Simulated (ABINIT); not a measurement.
# How the form of the self-energy moves the gap of TiO2 (Rutile), part 2 of 2

Wanted: the gap of TiO2 (Rutile) under several approximations, with cost.

ABINIT 10.8.3; LDA and many-body steps on it, plane waves. Known limits of the many-body steps: not at the basis limit; coarse k mesh.

So far. Step 5 (G0W0, Hybertsen-Louie plasmon pole): Against G0W0 in ABINIT (4×4×4 mesh, 210 bands, screening to 190.5 eV, Godby-Needs plasmon pole), the gap moves by +0.786 eV. Step 6 (G0W0, von der Linden-Horsch plasmon pole): Against G0W0 in ABINIT (4×4×4 mesh, 210 bands, screening to 190.5 eV, Godby-Needs plasmon pole), the gap moves by +0.206 eV.

## 7. G0W0, Engel-Farid plasmon pole

Level of this step: G0W0 on LDA, plane waves, norm-conserving pseudopotentials (ABINIT).

Input file run.abi:

```
acell 3*1.0 Angstrom
rprim 
  4.592200000000 0.000000000000 0.000000000000
  0.000000000000 4.592200000000 0.000000000000
  0.000000000000 0.000000000000 2.957400000000
ntypat 2
znucl 22 8
natom 6
typat 1 1 2 2 2 2
xred 
  0.000000000000 0.000000000000 0.000000000000
  0.500000000000 0.500000000000 0.500000000000
  0.304960000000 0.304960000000 0.000000000000
  0.195040000000 0.804960000000 0.500000000000
  0.695040000000 0.695040000000 0.000000000000
  0.804960000000 0.195040000000 0.500000000000
pp_dirpath "pseudos"
pseudos "Ti.upf, O.upf"
ecut 38
ngkpt 4 4 4
nshiftk 1
shiftk 0 0 0
kptopt 1
chksymbreak 0
istwfk *1
occopt 1
irdwfk 1
optdriver 4
nband 210
gwcalctyp 0
ecutsigx 38
symsigma 1
nkptgw 1
kptgw 
  0.0000000000 0.0000000000 0.0000000000
bdgw 
  22 26
ecuteps 7
irdscr 1
ppmodel 4
indata_prefix "in"
outdata_prefix "out"
tmpdata_prefix "tmp"
```

Launch:

```bash
$ OMP_NUM_THREADS=1 mpirun -n 16 abinit run.abi > log
```

The program printed:

```text
.Version 10.8.3 of ABINIT. v10.8.2 released Aug 2026.

 Symmetries : space group P4_2/m n m (#136); Bravais tP (primitive tetrag.)
[... echo of the input left out ...]
== DATASET  1 ==================================================================
-   mpi_nproc: 16, omp_nthreads: 1 (-1 if OMP is not activated)

--- !DatasetInfo
iteration_state: {dtset: 1, }
dimensions: {natom: 6, nkpt: 18, mband: 210, nsppol: 1, nspinor: 1, nspden: 1, mpw: 4748, }
cutoff_energies: {ecut:  38.0, pawecutdg:  -1.0, }
[...]
24   5.252 -20.169 -24.942   4.411   0.777  -0.288 -20.450  -0.281   4.971
       25   7.087 -20.077 -12.040  -6.222   0.795  -0.257 -18.633   1.443   8.531
       26   7.371 -19.692 -12.025  -5.961   0.796  -0.256 -18.334   1.358   8.729

== END DATASET(S) ==============================================================
================================================================================

 -outvars: echo values of variables after computation  --------
           etotal      0.0000000000E+00
            nband         210
             nkpt          18
          spgroup         136
 [... the other variables as echoed above ...]

 Calculation completed.
```

The job ended after 24 s (16 MPI ranks of Arm Neoverse N1, shared host; peak memory 4 GiB).

Numbers from this step:

```yaml
g0w0_gap_on_the_points_computed: 3.560 eV
starting_gap_on_the_mesh: 1.836 eV
k_of_the_valence_top: 0, 0, 0
k_of_the_conduction_bottom: 0, 0, 0
least_direct_g0w0_gap_on_the_computed_points: 3.560 eV
```

Against G0W0 in ABINIT (4×4×4 mesh, 210 bands, screening to 190.5 eV, Godby-Needs plasmon pole), the gap moves by +0.153 eV.

## 8. One-shot SEX

This step: one-shot SEX on LDA, plane waves, norm-conserving pseudopotentials.

run.abi, as its differences from that of step 7:

```diff
@@ -29,3 +29,3 @@
 nband 210
-gwcalctyp 0
+gwcalctyp 6
 ecutsigx 38
@@ -39,3 +39,2 @@
 irdscr 1
-ppmodel 4
 indata_prefix "in"
```

The program printed:

```text
.Version 10.8.3 of ABINIT. v10.8.2 released Aug 2026.

 Symmetries : space group P4_2/m n m (#136); Bravais tP (primitive tetrag.)
[... echo of the input left out ...]
== DATASET  1 ==================================================================
-   mpi_nproc: 16, omp_nthreads: 1 (-1 if OMP is not activated)

--- !DatasetInfo
iteration_state: {dtset: 1, }
dimensions: {natom: 6, nkpt: 18, mband: 210, nsppol: 1, nspinor: 1, nspden: 1, mpw: 4748, }
cutoff_energies: {ecut:  38.0, pawecutdg:  -1.0, }
[...]
24   5.252 -20.169 -24.942  16.362   1.000   0.000  -8.580  11.589  16.840
       25   7.087 -20.077 -12.040   5.142   1.000   0.000  -6.898  13.178  20.266
       26   7.371 -19.692 -12.025   5.317   1.000   0.000  -6.708  12.984  20.355

== END DATASET(S) ==============================================================
================================================================================

 -outvars: echo values of variables after computation  --------
           etotal      0.0000000000E+00
            nband         210
             nkpt          18
          spgroup         136
 [... the other variables as echoed above ...]

 Calculation completed.
```

It took 5.2 s on 16 MPI ranks; peak memory 1.2 GiB.

This step gave:

- quasiparticle gap on the points computed: 3.426 eV
- starting gap on the mesh: 1.836 eV
- k of the valence top: 0, 0, 0
- k of the conduction bottom: 0, 0, 0
- least direct quasiparticle gap on the computed points: 3.426 eV

Against G0W0 in ABINIT (4×4×4 mesh, 210 bands, screening to 190.5 eV, Godby-Needs plasmon pole), the gap moves by +0.019 eV.

## 9. One-shot COHSEX

This step: one-shot COHSEX on LDA, plane waves, norm-conserving pseudopotentials.

run.abi, as its differences from that of step 8:

```diff
@@ -29,3 +29,3 @@
 nband 210
-gwcalctyp 6
+gwcalctyp 7
 ecutsigx 38
```

The program printed:

```text
.Version 10.8.3 of ABINIT. v10.8.2 released Aug 2026.

 Symmetries : space group P4_2/m n m (#136); Bravais tP (primitive tetrag.)
[... echo of the input left out ...]
== DATASET  1 ==================================================================
-   mpi_nproc: 16, omp_nthreads: 1 (-1 if OMP is not activated)

--- !DatasetInfo
iteration_state: {dtset: 1, }
dimensions: {natom: 6, nkpt: 18, mband: 210, nsppol: 1, nspinor: 1, nspden: 1, mpw: 4748, }
cutoff_energies: {ecut:  38.0, pawecutdg:  -1.0, }
[...]
24   5.252 -20.169 -24.942   1.778   1.000   0.000 -23.164  -2.995   2.257
       25   7.087 -20.077 -12.040  -8.895   1.000   0.000 -20.935  -0.859   6.229
       26   7.371 -19.692 -12.025  -8.533   1.000   0.000 -20.558  -0.866   6.505

== END DATASET(S) ==============================================================
================================================================================

 -outvars: echo values of variables after computation  --------
           etotal      0.0000000000E+00
            nband         210
             nkpt          18
          spgroup         136
 [... the other variables as echoed above ...]

 Calculation completed.
```

The job ended after 5.2 s (16 MPI ranks; peak memory 1.4 GiB).

Numbers from this step:

| Property | Result |
| --- | --- |
| quasiparticle gap on the points computed | 3.972 eV |
| starting gap on the mesh | 1.836 eV |
| k of the valence top | 0, 0, 0 |
| k of the conduction bottom | 0, 0, 0 |
| least direct quasiparticle gap on the computed points | 3.972 eV |

Against G0W0 in ABINIT (4×4×4 mesh, 210 bands, screening to 190.5 eV, Godby-Needs plasmon pole), the gap moves by +0.565 eV.

## 10. One-shot Hartree-Fock

This step: one-shot Hartree-Fock on LDA, plane waves, norm-conserving pseudopotentials.

run.abi, as its differences from that of step 9:

```diff
@@ -28,4 +28,4 @@
 optdriver 4
-nband 210
-gwcalctyp 7
+nband 28
+gwcalctyp 5
 ecutsigx 38
@@ -37,4 +37,4 @@
   22 26
-ecuteps 7
-irdscr 1
+ixc_sigma 40
+fftgw 31
 indata_prefix "in"
```

The program printed:

```text
.Version 10.8.3 of ABINIT. v10.8.2 released Aug 2026.

 Symmetries : space group P4_2/m n m (#136); Bravais tP (primitive tetrag.)
[... echo of the input left out ...]
== DATASET  1 ==================================================================
-   mpi_nproc: 16, omp_nthreads: 1 (-1 if OMP is not activated)

--- !DatasetInfo
iteration_state: {dtset: 1, }
dimensions: {natom: 6, nkpt: 18, mband: 28, nsppol: 1, nspinor: 1, nspden: 1, mpw: 4748, }
cutoff_energies: {ecut:  38.0, pawecutdg:  -1.0, }
[...]
24   5.252 -20.169 -24.942   0.000   1.000   0.000 -24.942  -4.773   0.479
       25   7.087 -20.077 -12.040   0.000   1.000   0.000 -12.040   8.036  15.124
       26   7.371 -19.692 -12.025   0.000   1.000   0.000 -12.025   7.667  15.038

== END DATASET(S) ==============================================================
================================================================================

 -outvars: echo values of variables after computation  --------
           etotal      0.0000000000E+00
            nband          28
             nkpt          18
          spgroup         136
 [... the other variables as echoed above ...]

 Calculation completed.
```

Elapsed: 4.2 s, on 16 MPI ranks; peak memory 1.2 GiB.

This step gave:

```
quasiparticle gap on the points computed              : 14.56 eV
starting gap on the mesh                              : 1.836 eV
k of the valence top                                  : 0, 0, 0
k of the conduction bottom                            : 0, 0, 0
least direct quasiparticle gap on the computed points : 14.56 eV
```

Against G0W0 in ABINIT (4×4×4 mesh, 210 bands, screening to 190.5 eV, Godby-Needs plasmon pole), the gap moves by +11.152 eV.

## 11. Side by side

Times are wall times on 16 MPI ranks of Arm Neoverse N1, shared host, good to a factor of about two. A run's time includes the screening step that it read.

| run | mesh | bands | screening cutoff (eV) | DFT gap (eV) | gap on the mesh (eV) | direct (eV) | ε∞ used | time |
| --- | --- | --- | --- | --- | --- | --- | --- | --- |
| G0W0, Godby-Needs plasmon pole | 4×4×4 | 210 | 190.5 | 1.836 | 3.407 | 3.407 | 8.90 | 9.9 min |
| G0W0, Hybertsen-Louie plasmon pole | 4×4×4 | 210 | 190.5 | 1.836 | 4.193 | 4.193 | 8.90 | 9.9 min |
| G0W0, von der Linden-Horsch plasmon pole | 4×4×4 | 210 | 190.5 | 1.836 | 3.613 | 3.613 | 8.90 | 9.9 min |
| G0W0, Engel-Farid plasmon pole | 4×4×4 | 210 | 190.5 | 1.836 | 3.560 | 3.560 | 8.90 | 9.9 min |
| one-shot SEX | 4×4×4 | 210 | 190.5 | 1.836 | 3.426 | 3.426 | 8.90 | 9.6 min |
| one-shot COHSEX | 4×4×4 | 210 | 190.5 | 1.836 | 3.972 | 3.972 | 8.90 | 9.6 min |
| one-shot Hartree-Fock | 4×4×4 | - | - | 1.836 | 14.559 | 14.559 | - | 4.2 s |

## 12. Summary of results

- G0W0, Godby-Needs plasmon pole: 3.407 eV
- G0W0, Hybertsen-Louie plasmon pole: 4.193 eV
- G0W0, von der Linden-Horsch plasmon pole: 3.613 eV
- G0W0, Engel-Farid plasmon pole: 3.560 eV
- one-shot SEX: 3.426 eV
- one-shot COHSEX: 3.972 eV
- one-shot Hartree-Fock: 14.559 eV
- known limits: not at the basis limit; coarse k mesh

G0W0, Hybertsen-Louie plasmon pole: +0.786 eV against G0W0, Godby-Needs plasmon pole. G0W0, von der Linden-Horsch plasmon pole: +0.206 eV against G0W0, Godby-Needs plasmon pole. G0W0, Engel-Farid plasmon pole: +0.153 eV against G0W0, Godby-Needs plasmon pole. One-shot SEX: +0.019 eV against G0W0, Godby-Needs plasmon pole. One-shot COHSEX: +0.565 eV against G0W0, Godby-Needs plasmon pole. One-shot Hartree-Fock: +11.152 eV against G0W0, Godby-Needs plasmon pole. Bare exchange alone opens the gap to 14.56 eV; against G0W0, correlation takes back 11.15 eV. Against experiment, by G0W0, Godby-Needs plasmon pole: the gap of 3.41 eV lies +0.13 eV from the measured 3.28 eV (optical, 2023); the gap of 3.41 eV lies +0.38 eV from the measured 3.03 eV (kind not stated, quoted 2016); the gap of 3.41 eV lies +0.32 eV from the measured 3.09 ± 0.06 eV (indirect, on SiO2 (quartz particles), 2024); the gap of 3.41 eV lies +0.36 eV from the measured 3.05 eV (kind not stated, quoted 2021). An exciton line or allowed optical edge lies below the quasiparticle gap by the binding energy; a forbidden edge can push the onset above it. These are gaps on the mesh, at modest bands and cutoff. The calculation has static nuclei and no excitons; a measured gap holds zero-point and thermal motion, which mostly lowers it. Bands and cutoff are finite, so the gap is not at the basis limit. The miss can reach some tenths of an eV and take either sign; the mesh is an error of its own. In the G0W0 runs levels were corrected at 1 k point alone, so a gap called «on the mesh» is the least over those, and an edge elsewhere would be missed. The 4×4×4 mesh is coarse for this cell, which bears on the long-range parts of exchange and screening.

[Paths, hosts, dates, memory and timing lines, banners, echoed tables and standing remarks are left out of the program output.]

[Logs are printed without paths, hosts, clocks, repeated set-up lines and the standing remarks that a program may print on its own settings, such as how far it seeks lower states.]

[Runs of the session that timed out or met a known fault of the program may be left out.]

[Hosts, paths, dates, database ids (printed as entryN), source tags and the programs' standing remarks are cut or masked in the printed files.]

[G0W0 gaps are taken among the corrected bands and points alone; a level outside them can change the order at an edge.]

[Where Ansatz stands beside ABINIT at settings called matched, ABINIT's density can come from a denser mesh and the files from another edition; pairs whose starting gaps differed by over 0.03 eV were left out, so agreement reads better than it is.]
